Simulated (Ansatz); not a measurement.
# La at a quarter monolayer on different metals

How does the change of the work function by La depend on the metal face under it?

Set-up. Ansatz 0.2.0, plane waves with PAW datasets (its set soft_2), PBE; unreconstructed slabs of 4 layers at the tabulated experimental lattice constant with the lower two held, one adsorbate in a 2×2 cell relaxed from the site named, 6×6 k-points (12×12 for the clean 1×1 cell), 18 Å of vacuum, dipole correction. The dipole per adsorbate is the change of the cell's dipole; electronegativities are Pauling's.

The runs side by side:

| system | starting site | electronegativity, adsorbate less metal | clean (eV) | covered (eV) | change (eV) | dipole per adsorbate (D) |
| --- | --- | --- | --- | --- | --- | --- |
| La/Pt(100) | hollow | −1.18 | 5.66 | 1.93 | −3.72 | +3.05 |
| La/Pt(111) | fcc | −1.18 | 5.70 | 2.08 | −3.62 | +2.57 |
| La/Ir(111) | fcc | −1.10 | 5.49 | 2.05 | −3.44 | +2.34 |
| La/Pd(111) | fcc | −1.10 | 5.27 | 2.24 | −3.03 | +2.09 |
| La/Rh(111) | fcc | −1.18 | 5.17 | 2.23 | −2.94 | +1.94 |
| La/Au(111) | fcc | −1.44 | 5.16 | 2.33 | −2.83 | +2.24 |
| La/Ru(0001) | fcc | −1.10 | 5.05 | 2.31 | −2.74 | +1.85 |
| La/Ni(111) | fcc | −0.81 | 5.07 | 2.44 | −2.64 | +1.50 |
| La/Ni(100) | hollow | −0.81 | 4.88 | 2.28 | −2.60 | +1.72 |
| La/W(110) | hollow | −1.26 | 4.84 | 2.33 | −2.51 | +1.87 |
| La/Co(0001) | fcc | −0.78 | 4.93 | 2.46 | −2.47 | +1.42 |
| La/Ta(110) | hollow | −0.40 | 4.77 | 2.38 | −2.39 | +1.93 |
| La/Cu(110) | hollow | −0.80 | 4.43 | 2.14 | −2.30 | +2.21 |
| La/Cu(111) | fcc | −0.80 | 4.79 | 2.61 | −2.18 | +1.34 |
| La/Nb(110) | hollow | −0.50 | 4.49 | 2.40 | −2.10 | +1.71 |
| La/Ag(111) | fcc | −0.83 | 4.47 | 2.40 | −2.07 | +1.65 |
| La/Cu(100) | hollow | −0.80 | 4.57 | 2.54 | −2.03 | +1.37 |
| La/Al(100) | hollow | −0.51 | 4.29 | 2.32 | −1.98 | +1.73 |

**Reading.** The change runs from −3.72 eV (La/Pt(100)) to −1.98 eV (La/Al(100)); falls of over 0.15 eV: 18, rises: 0, in between: 0. The covered faces span 1.93 to 2.61 eV and the clean ones 4.29 to 5.70 eV; covered follows clean with a slope of −0.26, where 0 would mean that the adsorbate alone sets the work function and 1 a step that doesn't depend on the clean value; the points scatter about that line by 0.13 eV. A positive dipole has its positive end outwards. Worked for La/Pt(100): +3.05 D is +0.635 e·Å, one in 30.7 Å², and the Helmholtz step −180.95 V·Å × p/A is −3.73 eV against a change of −3.72 eV; what is left is a shift on the thin slab's other side.

What the numbers leave out: A quarter monolayer means unlike densities on unlike faces. In La/Au(111) and La/Ag(111) the run itself pulled a metal atom over 0.6 Å out of the top layer, so the surface is rebuilt. One starting site was run; real layers may sit elsewhere, sink into the surface or rebuild it. Changes under about 0.15 eV are within the error of slabs this thin. Only Co and Ni were run with spin. The table is a selection: not every member that was run is listed.
